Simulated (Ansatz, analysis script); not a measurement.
# Free-standing square Rh monolayer, spacing 2.904 Å: spin spirals and exchange

Wanted: E(q) and the moments of a free-standing square Rh monolayer, spacing 2.904 Å along a path through the zone.

Method: PBE, PAW set soft_1, in Ansatz 0.2.0.

### Step 1. Starting point

The cell holds 1 atom: 1 Rh. Its edges and angles: a = 2.904 Å, b = 2.904 Å, c = 14.000 Å, α = 90.0°, β = 90.0°, γ = 90.0°. An idealised lattice of chosen spacing, in vacuum. Vacuum lies along c.

### Step 2. The collinear state

The work starts on two spin channels, which tell the size of the moments.

input.yaml reads:

```yaml
crystal:
  lattice:
    - [2.904, 0.0, 0.0]
    - [0.0, 2.904, 0.0]
    - [0.0, 0.0, 14.0]
  atoms:
    - { symbol: Rh, position: [0.0, 0.0, 0.5], spin: 1.0 }
magnetization:
  spin_polarized: true
kpoints:
  mp_grid: { grid: [8, 8, 1] }
hamiltonian:
  xc: pbe
  pseudopotentials: { kind: paw, azcp: { folder: soft_1 } }
scf:
  occupations: { method: fermi_dirac, width: 0.1 }
  max_iter: 120
  convergence: { dr2_threshold: 1.0e-08 }
  lower_state_search: "off"
```

On the command line:

```
$ ansatz run input.yaml --threads 4 --pin off --max-ram 8192MiB --backend cpu --events-out ev --progress --plain --runs-dir out
```

Numbers of over 12 decimals in the logs are rounded to 6 here.

The program printed:

```text
Engine: ansatz 0.2.0, aarch64-unknown-linux-gnu
Pseudopotentials: kind: paw
Pseudopotential: Rh, paw, valence charge 17, recommended cutoff 420 eV (normal), soft_1/Rh.paw.azcp
Functional definition: PBE
  parameter kappa = 0.804
  parameter beta = 0.066725
  exchange = pbe_x(kappa = kappa, mu = beta*pi^2/3)
  correlation = pbe_c(beta = beta)
Crystal: 1 atoms, lattice volume = 118.065 Å³
Basis set: ecut = 420 eV, 2291 PW (Γ)
Bands: 13, of which v1, the nominal top of the filled ones, is band 9 counted from 1 (8 counted from 0)
Symmetry: 16 space group operations
Space group: P4/mmm (ITA 123), of the structure as read, at distance tolerance 4.9e-5 Å
Magnetic group: BNS 123.339 (UNI 999), of the structure as read, at distance tolerance 4.9e-5 Å
k-points: 15 of 64
Non-local potential: Rh, projectors of the file, l = 0: 3, l = 1: 2, l = 2: 2, l = 3: 1
PAW form: soft (Blöchl's): semilocal exchange-correlation on the pseudo side does not see the compensation charge
PAW one-centre angular grid: Rh, 590 points (default); XC on 64 Gauss nodes
Initial density: superposition of atomic densities (neutral atoms: chi_scale 0, normalization atom)
Starting moments: Σ|m| = 1 μB on 1 of 1 site
Initial wavefunctions: pseudopotential atomic-orbital guess
Functional: x = pbe(κ = 0.804, μ = 0.219515), c = pbe(β = 0.066725)
iter 1 solved again at ethr=1.76e-3 eV; its pass at ethr=3.10e-3 eV (dr2=3.00e-1 eV) is discarded
SCF iter   1: F=—  HF=-6400.115947 eV  |F-HF|=—  |Δ(HF+E_count)|=         —  Δρ=1.09e-2 (↑1.08e-2 ↓1.09e-2)  dr2=3.04e-1  dr2_m=5.20e-2  M=1.225 μB ∫|m|=1.235 μB  β_m=1.00  ethr=1.76e-3  ⟨swp⟩=1.0  Hψ=2700  notcnv=0
preconditioner: auto → LDOS  [metal: Δε(μ)=0.026 eV  Ē_g=6.063 eV  σ=0.100 eV  W_gap=0.06  n_scr=8 (ndim 8)  ℏωp=10.3 eV  f_vac=0.693  D(μ)=3.26/eV (n_scr^D=20)]
spin=Collinear: LDOS preconditioning applied to the charge; magnetization (m = ρ↑ − ρ↓) channel mixes plain (no charge-response kernel on spin).
SCF iter   2: F=—  HF=-6400.127418 eV  |F-HF|=—  |Δ(HF+E_count)|=   1.15e-2  Δρ=8.45e-3 (↑3.28e-3 ↓8.45e-3)  dr2=1.10e-1  dr2_m=2.44e-2  M=1.444 μB ∫|m|=1.464 μB  β_m=1.00  ethr=1.76e-3  ⟨swp⟩=2.5  Hψ=609  notcnv=0
SCF iter   3: F=—  HF=-6400.113481 eV  |F-HF|=—  |Δ(HF+E_count)|=   1.39e-2  Δρ=2.82e-3 (↑1.78e-3 ↓2.82e-3)  dr2=1.70e-2  dr2_m=2.39e-3  M=1.497 μB ∫|m|=1.525 μB  β_m=1.00  ethr=6.48e-4  ⟨swp⟩=2.4  Hψ=669  notcnv=0
SCF iter   4: F=—  HF=-6400.119145 eV  |F-HF|=—  |Δ(HF+E_count)|=   5.66e-3  Δρ=1.15e-3 (↑9.35e-4 ↓1.15e-3)  dr2=2.15e-3  dr2_m=3.25e-4  M=1.501 μB ∫|m|=1.534 μB  β_m=1.00  ethr=9.99e-5  ⟨swp⟩=2.1  Hψ=553  notcnv=0
SCF iter   5: F=—  HF=-6400.126421 eV  |F-HF|=—  |Δ(HF+E_count)|=   7.28e-3  Δρ=6.82e-4 (↑3.95e-4 ↓6.82e-4)  dr2=5.79e-4  dr2_m=1.34e-4  M=1.504 μB ∫|m|=1.539 μB  β_m=0.30  ethr=1.26e-5  ⟨swp⟩=2.2  Hψ=684  notcnv=0
Mixer restart at iter 5: flushing history
spin-set hold released at iteration 5 (site moments contracting): the magnetisation degrees of freedom join the quasi-Newton model from the next iteration; the mixer history was flushed
SCF iter   6: F=—  HF=-6400.129351 eV  |F-HF|=—  |Δ(HF+E_count)|=   2.93e-3  Δρ=5.08e-4 (↑4.01e-4 ↓5.08e-4)  dr2=1.97e-4  dr2_m=1.47e-4  M=1.510 μB ∫|m|=1.546 μB  β_m=0.65  ethr=3.40e-6  ⟨swp⟩=1.3  Hψ=404  notcnv=0
SCF iter   7: F=—  HF=-6400.132533 eV  |F-HF|=—  |Δ(HF+E_count)|=   3.18e-3  Δρ=3.66e-4 (↑1.93e-4 ↓3.66e-4)  dr2=4.64e-5  dr2_m=7.89e-5  M=1.522 μB ∫|m|=1.562 μB  β_m=0.75  ethr=1.16e-6  ⟨swp⟩=2.2  Hψ=690  notcnv=0
SCF iter   8: F=—  HF=-6400.132568 eV  |F-HF|=—  |Δ(HF+E_count)|=   3.48e-5  Δρ=1.34e-4 (↑1.34e-4 ↓1.03e-4)  dr2=8.96e-6  dr2_m=1.11e-5  M=1.526 μB ∫|m|=1.566 μB  β_m=0.81  ethr=2.73e-7  ⟨swp⟩=1.9  Hψ=574  notcnv=0
SCF iter   9: F=—  HF=-6400.132576 eV  |F-HF|=—  |Δ(HF+E_count)|=   8.06e-6  Δρ=4.08e-5 (↑1.72e-5 ↓4.08e-5)  dr2=3.38e-6  dr2_m=3.44e-7  M=1.526 μB ∫|m|=1.567 μB  β_m=0.74  ethr=5.27e-8  ⟨swp⟩=2.1  Hψ=626  notcnv=0
SCF iter  10: F=—  HF=-6400.132575 eV  |F-HF|=—  |Δ(HF+E_count)|=   4.66e-7  Δρ=6.19e-6 (↑4.48e-6 ↓6.19e-6)  dr2=8.32e-8  dr2_m=2.23e-8  M=1.526 μB ∫|m|=1.567 μB  β_m=0.87  ethr=1.99e-8  ⟨swp⟩=2.3  Hψ=579  notcnv=0
SCF iter  11: F=-6400.132575 eV  HF=-6400.132575 eV  |F-HF|=8.11e-10  |Δ(HF+E_count)|=   1.27e-7  Δρ=2.02e-6 (↑1.15e-6 ↓2.02e-6)  dr2=7.01e-9  dr2_m=8.51e-10  M=1.526 μB ∫|m|=1.567 μB  ethr=5.88e-11  ⟨swp⟩=1.3  Hψ=1084  notcnv=0
SCF 1 converged in 11 iterations: F = -6400.132575 eV  dr2 = 7.01e-9
  greatest PAW one-centre occupation: 1.000 electrons in one spin orbital (limit 2), on the Rh atom at site 0 (counted from 0), in its partial waves of l = 0
SCF converged after 11 iterations
Magnetization: 1.5264 μB (9.2632 up, 7.7368 down)
Absolute magnetization: 1.5673 μB (∫|ρ↑−ρ↓|, with the PAW one-centre terms)
Spin contamination: 0.0109 ħ² per cell (⟨S²⟩ above its minimum at these occupations)
Per-site moments (μB) at R_I (Å): [(1.459499, 1.1979)]
Free energy (F): -6400.132575 eV
Harris-Foulkes:  -6400.132575 eV  (|F-HF|=8.11e-10)
Internal energy: -6400.046619 eV  (E = F + TS)
E sigma→0 (E₀):  -6400.089597 eV
Entropy (-TS):   -0.085956 eV (-85.956 meV/atom)
Fermi energy:    -1.995459 eV
--- Per-component energies (eV) ---
  E_band       = -474.082152
  E_kinetic    = 529.947079
  E_local      = -7738.776658  (includes V_loc(G=0)·N_el)
  E_nonlocal   = 303.483404
  E_hartree    = 3483.248482
  E_xc         = -196.118314
  E_vxc        = -245.338508  (∫ρ·V_xc dr)
  E_paw        = -3604.534746  (= ΣΔE_a)
  E_vpaw       = -289.900624  (= ΣTr[D̂ρ^β])
  E_aug_tail   = 0.000056  (compensation charges beyond the density's cutoff)
  E_ewald      = 822.704078
  E_smearing   = -0.085956  (= −TS)
  E_closure    = 0.000000  (closes the sum)
  Σ components = -6400.132575   (vs F -6400.132575, Δ=0.00e0)
```

The job ended after 0.69 s (4 threads of Arm Neoverse V2, shared host; peak memory 0.34 GiB; 2.2 s of CPU time).

Spin moment in the atom's sphere by atom:

```tsv
atom	spin moment in the atom's sphere (μB)
Rh1	1.46
```

The run ends ferromagnetic, with a net moment of 1.53 μB a cell. With one Rh atom carrying the moment, parallel order of its images is forced by the cell, not found.

### Step 3. The same state on a denser mesh

Levels at the Fermi energy are partly filled, so moments and energy differences can hang on the k-mesh, and the state is solved again on a denser one.

input.yaml, the sections that differ from step 2:

```yaml
crystal:
  lattice:
    - [2.904, 0.0, 0.0]
    - [0.0, 2.904, 0.0]
    - [0.0, 0.0, 14.0]
  atoms:
    - { symbol: Rh, position: [0.0, 0.0, 0.5], spin: 1.46 }
kpoints:
  mp_grid: { grid: [19, 19, 1] }
basis:
  ecutwfc: 420.0
checkpoint:
  read: start
  write: ck
  compress: false
  write_wavefunctions: false
  write_every: 100000
# magnetization, hamiltonian, scf: as in step 2
```

The program printed:

```text
[...]
SCF converged after 8 iterations
Magnetization: 1.5782 μB (9.2891 up, 7.7109 down)
Absolute magnetization: 1.6072 μB (∫|ρ↑−ρ↓|, with the PAW one-centre terms)
[...]
Per-site moments (μB) at R_I (Å): [(1.489987, 1.1979)]
Free energy (F): -6400.119749 eV
[...]
Internal energy: -6400.028933 eV  (E = F + TS)
E sigma→0 (E₀):  -6400.074341 eV
Entropy (-TS):   -0.090816 eV (-90.816 meV/atom)
Fermi energy:    -2.012481 eV
[...]
```

Wall time 1.6 s (4 threads); peak memory 0.47 GiB; 5.9 s of CPU time.

Spin moment in the atom's sphere by atom:

```tsv
atom	spin moment in the atom's sphere (μB)
Rh1	1.49
```

The run ends ferromagnetic, with a net moment of 1.58 μB a cell, against 1.53 μB on the first mesh.

Each spiral starts from these moments, tilted 90° from the rotation axis z (a flat spiral); sizes are free, while the program holds flat spirals in their plane. Spin–orbit coupling is switched off, so the energy does not depend on how the axis lies in the crystal. The folder named start holds the saved collinear state, from which each run begins.

The runs on spinors take the mesh 20×20×1.

### Step 4. q = (0, 0, 0)

The reference is the same input at q = 0, so that basis and exchange-correlation form match those at other q. Every q is chosen so that q/2 is a mesh vector: every spiral then samples the k-points of q = 0, and much mesh noise cancels.

input.yaml, the sections that differ from step 3:

```yaml
crystal:
  lattice:
    - [2.904, 0.0, 0.0]
    - [0.0, 2.904, 0.0]
    - [0.0, 0.0, 14.0]
  atoms:
    - { symbol: Rh, position: [0.0, 0.0, 0.5], spin: 1.49, spin_axis: [1.0, 0.0, 0.0] }
kpoints:
  mp_grid: { grid: [20, 20, 1] }
magnetization:
  noncollinear: true
  spin_spiral: { q: [0.0, 0.0, 0.0] }
checkpoint:
  read: start
# hamiltonian, scf, basis: as in step 3
```

On the command line:

```
$ ansatz run input.yaml --threads 1 --pin off --max-ram 2048MiB --backend cpu --events-out ev --progress --plain --runs-dir out
```

The program printed:

```text
Warning: checkpoint.read: spin treatment differs: saved collinear, current noncollinear; the saved charge density seeds this run and the saved magnetisation is carried along the axis that this deck's starting moments share; the saved density holds an absolute magnetisation of 1.6e0 μB; saved orbitals and DFT+U occupations are not carried; the saved PAW projector densities are carried along that axis
Warning: checkpoint.read: magnetization.spin_spiral differs: saved none, current q = [0, 0, 0]; the saved state is no spin spiral's: the SCF starts from none of its orbitals and from its density, each atom's moment turned about z as a whole to its place on this deck's spiral. A spiral's own state at q: [0, 0, 0] serves better
[...]
Crystal: 1 atoms, lattice volume = 118.065 Å³
Basis set: ecut = 420 eV, 2291 PW (Γ)
Bands: 26, of which v1, the nominal top of the filled ones, is band 17 counted from 1 (16 counted from 0)
[... 1 set-up line as in the run before ...]
k-points: 66 of 400
Spin spiral: q = (0, 0, 0) of the reciprocal vectors; moments are told in the frame that turns with it, a site's in that at the site
[...]
SCF iter   6: F=-6400.119471 eV  HF=-6400.119471 eV  |F-HF|=1.16e-9  |Δ(HF+E_count)|=   1.89e-8  Δρ=3.62e-6  dr2=7.07e-9  dr2_m=3.15e-9  ethr=4.37e-11  |M|=1.57e0 ∫|m|=1.60e0 μB  |m|>n=2.6e-2 m-floor=2.6e-2 τ_xc=6.7e-9 mc-row=2.6e-2  ⟨swp⟩=3.0  Hψ=3440  notcnv=0
SCF 1 converged in 6 iterations: F = -6400.119471 eV  dr2 = 7.07e-9
[...]
SCF converged after 6 iterations
Magnetization: |M| = 1.5697 μB,  M = (+1.5697, +0.0000, +0.0000) μB
Absolute magnetization: 1.6009 μB (∫|m|, with the PAW one-centre terms)
  site 0: m = (+1.4853, +0.0000, +0.0000) μB, |m| = 1.4853 μB  (R = 1.20 Å)
Free energy (F): -6400.119471 eV
[...]
Internal energy: -6400.028749 eV  (E = F + TS)
E sigma→0 (E₀):  -6400.074110 eV
Entropy (-TS):   -0.090722 eV (-90.722 meV/atom)
Fermi energy:    -2.008949 eV
[...]
```

Elapsed: 24 s, on 1 thread; peak memory 0.65 GiB.

The largest moment is 1.49 μB, against 1.49 μB in the collinear run.

### Step 5. q = (0, 0.2, 0)

Only q changes. The cell stays that of the crystal, since the generalised Bloch theorem carries the rotation from cell to cell.

Edit input.yaml of step 4 so:

```diff
@@ -21,3 +21,3 @@
   noncollinear: true
-  spin_spiral: { q: [0.0, 0.0, 0.0] }
+  spin_spiral: { q: [0.0, 0.2, 0.0] }
 checkpoint:
```

The program printed:

```text
[...]
Crystal: 1 atoms, lattice volume = 118.065 Å³
Basis set: ecut = 420 eV, 2291 PW (Γ)
Bands: 26, of which v1, the nominal top of the filled ones, is band 17 counted from 1 (16 counted from 0)
Symmetry: 4 space group operations
k-points: 121 of 400
[...]
SCF iter  10: F=-6400.085767 eV  HF=-6400.085767 eV  |F-HF|=1.31e-10  |Δ(HF+E_count)|=   5.16e-9  Δρ=5.80e-7  dr2=7.45e-11  dr2_m=1.15e-10  ethr=2.27e-11  |M|=1.43e0 ∫|m|=1.51e0 μB  |m|>n=2.5e-2 m-floor=2.5e-2 τ_xc=5.2e-3 mc-row=2.5e-2  ⟨swp⟩=1.0  Hψ=9043  notcnv=0
SCF 1 converged in 10 iterations: F = -6400.085767 eV  dr2 = 7.45e-11
[...]
SCF converged after 10 iterations
Magnetization: |M| = 1.4329 μB,  M = (+1.4329, -0.0000, +0.0000) μB
Absolute magnetization: 1.5087 μB (∫|m|, with the PAW one-centre terms)
  site 0: m = (+1.3827, -0.0000, +0.0000) μB, |m| = 1.3827 μB  (R = 1.20 Å)
Free energy (F): -6400.085767 eV
[...]
Internal energy: -6399.977929 eV  (E = F + TS)
E sigma→0 (E₀):  -6400.031848 eV
Entropy (-TS):   -0.107838 eV (-107.838 meV/atom)
Fermi energy:    -2.003430 eV
[...]
```

Run time: 68 s. Hardware: 1 thread; peak memory 0.92 GiB.

The energy of the cell lies 33.7 meV above that at q = 0, and the largest moment is 1.38 μB against 1.49 μB.

### Step 6. q = (0, 0.3, 0)

Edit input.yaml of step 5 so:

```diff
@@ -21,3 +21,3 @@
   noncollinear: true
-  spin_spiral: { q: [0.0, 0.2, 0.0] }
+  spin_spiral: { q: [0.0, 0.3, 0.0] }
 checkpoint:
```

The program printed:

```text
[...]
Crystal: 1 atoms, lattice volume = 118.065 Å³
Basis set: ecut = 420 eV, 2291 PW (Γ)
Bands: 26, of which v1, the nominal top of the filled ones, is band 17 counted from 1 (16 counted from 0)
[... 1 set-up line as in the run before ...]
k-points: 121 of 400
[...]
SCF iter  10: F=-6400.059345 eV  HF=-6400.059345 eV  |F-HF|=9.31e-10  |Δ(HF+E_count)|=   4.79e-8  Δρ=2.27e-6  dr2=1.16e-9  dr2_m=1.70e-9  ethr=5.88e-11  |M|=1.30e0 ∫|m|=1.41e0 μB  |m|>n=2.3e-2 m-floor=2.3e-2 τ_xc=5.0e-3 mc-row=2.3e-2  ⟨swp⟩=3.0  Hψ=7440  notcnv=0
SCF 1 converged in 10 iterations: F = -6400.059345 eV  dr2 = 1.16e-9
[...]
SCF converged after 10 iterations
Magnetization: |M| = 1.3006 μB,  M = (+1.3006, -0.0000, +0.0000) μB
Absolute magnetization: 1.4122 μB (∫|m|, with the PAW one-centre terms)
  site 0: m = (+1.2769, -0.0000, +0.0000) μB, |m| = 1.2769 μB  (R = 1.20 Å)
Free energy (F): -6400.059345 eV
[...]
Internal energy: -6399.935979 eV  (E = F + TS)
E sigma→0 (E₀):  -6399.997662 eV
Entropy (-TS):   -0.123367 eV (-123.367 meV/atom)
Fermi energy:    -1.993112 eV
[...]
```

The job ended after 60 s (1 thread; peak memory 0.93 GiB).

The energy of the cell lies 60.1 meV above that at q = 0, and the largest moment is 1.28 μB against 1.49 μB.

### Step 7. q = (0.2, 0.5, 0)

Edit input.yaml of step 6 so:

```diff
@@ -21,3 +21,3 @@
   noncollinear: true
-  spin_spiral: { q: [0.0, 0.3, 0.0] }
+  spin_spiral: { q: [0.2, 0.5, 0.0] }
 checkpoint:
```

The program printed:

```text
[...]
Crystal: 1 atoms, lattice volume = 118.065 Å³
Basis set: ecut = 420 eV, 2291 PW (Γ)
Bands: 26, of which v1, the nominal top of the filled ones, is band 17 counted from 1 (16 counted from 0)
Symmetry: 2 space group operations
k-points: 202 of 400
[...]
SCF iter  13: F=-6400.009812 eV  HF=-6400.009812 eV  |F-HF|=7.91e-11  |Δ(HF+E_count)|=  4.44e-10  Δρ=8.54e-7  dr2=4.98e-10  dr2_m=2.18e-10  ethr=3.48e-11  |M|=9.14e-1 ∫|m|=1.05e0 μB  |m|>n=2.3e-2 m-floor=2.3e-2 τ_xc=4.6e-3 mc-row=2.3e-2  ⟨swp⟩=1.0  Hψ=14797  notcnv=0
SCF 1 converged in 13 iterations: F = -6400.009812 eV  dr2 = 4.98e-10
[...]
SCF converged after 13 iterations
Magnetization: |M| = 0.9136 μB,  M = (+0.9136, +0.0000, +0.0000) μB
Absolute magnetization: 1.0550 μB (∫|m|, with the PAW one-centre terms)
  site 0: m = (+0.9326, +0.0000, +0.0000) μB, |m| = 0.9326 μB  (R = 1.20 Å)
Free energy (F): -6400.009812 eV
[...]
Internal energy: -6399.863342 eV  (E = F + TS)
E sigma→0 (E₀):  -6399.936577 eV
Entropy (-TS):   -0.146471 eV (-146.471 meV/atom)
Fermi energy:    -2.033877 eV
[...]
```

The job ended after 2.1 min (1 thread; peak memory 1.3 GiB).

The energy of the cell lies 110 meV above that at q = 0, and the largest moment is 0.933 μB against 1.49 μB.

### Step 8. q = (0.5, 0.5, 0)

Edit input.yaml of step 7 so:

```diff
@@ -21,3 +21,3 @@
   noncollinear: true
-  spin_spiral: { q: [0.2, 0.5, 0.0] }
+  spin_spiral: { q: [0.5, 0.5, 0.0] }
 checkpoint:
```

The program printed:

```text
[...]
Crystal: 1 atoms, lattice volume = 118.065 Å³
Basis set: ecut = 420 eV, 2291 PW (Γ)
Bands: 26, of which v1, the nominal top of the filled ones, is band 17 counted from 1 (16 counted from 0)
[... 1 set-up line as in the run before ...]
k-points: 111 of 400
[...]
SCF iter  16: F=-6399.979109 eV  HF=-6399.979109 eV  |F-HF|=4.02e-10  |Δ(HF+E_count)|=  3.04e-10  Δρ=7.46e-7  dr2=5.51e-10  dr2_m=2.58e-11  ethr=1.80e-11  |M|=3.16e-1 ∫|m|=3.89e-1 μB  |m|>n=2.3e-2 m-floor=2.3e-2 τ_xc=1.1e-3 mc-row=2.3e-2  ⟨swp⟩=1.0  Hψ=7417  notcnv=0
SCF 1 converged in 16 iterations: F = -6399.979109 eV  dr2 = 5.51e-10
[...]
SCF converged after 16 iterations
Magnetization: |M| = 0.3165 μB,  M = (+0.3165, +0.0000, +0.0000) μB
Absolute magnetization: 0.3893 μB (∫|m|, with the PAW one-centre terms)
  site 0: m = (+0.3275, +0.0000, +0.0000) μB, |m| = 0.3275 μB  (R = 1.20 Å)
Free energy (F): -6399.979109 eV
[...]
Internal energy: -6399.814167 eV  (E = F + TS)
E sigma→0 (E₀):  -6399.896638 eV
Entropy (-TS):   -0.164942 eV (-164.942 meV/atom)
Fermi energy:    -2.160765 eV
[...]
```

Elapsed: 99 s, on 1 thread; peak memory 0.92 GiB.

The energy of the cell lies 140 meV above that at q = 0, and the largest moment is 0.327 μB against 1.49 μB.

6 more runs differ from these in the same keys alone and are tabled below.

### Step 9. Side runs that gave no result

| changed | outcome |
| --- | --- |
| magnetization | refused or stopped by the program |

### Step 10. E(q)

```tsv
q (reciprocal lattice)	path length (1/Å)	E(q) − E(0) (meV a magnetic atom)	|m| Rh no. 1 (μB)
(0, 0, 0)	0.000	0.00	1.49
(0, 0.2, 0)	0.433	33.70	1.38
(0, 0.3, 0)	0.649	60.13	1.28
(0, 0.5, 0)	1.082	79.69	1.12
(0.2, 0.5, 0)	1.515	109.66	0.93
(0.3, 0.5, 0)	1.731	133.70	0.64
(0.5, 0.5, 0)	2.164	140.36	0.33
(0.4, 0.4, 0)	2.470	138.64	0.45
(0.3, 0.3, 0)	2.776	117.55	0.90
(0.2, 0.2, 0)	3.082	64.44	1.25
(0.1, 0.1, 0)	3.388	18.98	1.43
(0, 0, 0)	3.694	0.00	1.49
```

### Step 11. Results

| Quantity | Value |
| --- | --- |
| lowest point of the path | q = 0 |
| highest point | 140 meV a magnetic atom |

What this shows: No spiral that was run lies below the ferromagnetic state at q = 0, and winding the moments costs up to 140 meV a magnetic atom. The moments change by at most 78 % from their size at q = 0, so they are itinerant and a model of rigid spins is rough. No spin model is given, since the moments change too much along the path. The 11 spiral runs took 15 min of wall time, added up. Energies are free energies at a smearing of 0.1 eV, and with partly filled levels differences shift, at times strongly, as the smearing goes to zero. The cell was taken as built, with atoms unrelaxed. In doubt: the program's search for lower states was switched off, so a lower magnetic state than those reached may exist.

[Logs and program files are shortened in this print: banners, set-up blocks, solver, clock and traceback lines can be left out without a mark of their own.]

[Logs are printed without paths, hosts, clocks, repeated set-up lines and the standing remarks that a program may print on its own settings, such as how far it seeks lower states.]

[Hosts, paths, dates, database ids (printed as entryN), source tags and the programs' standing remarks are cut or masked in the printed files.]
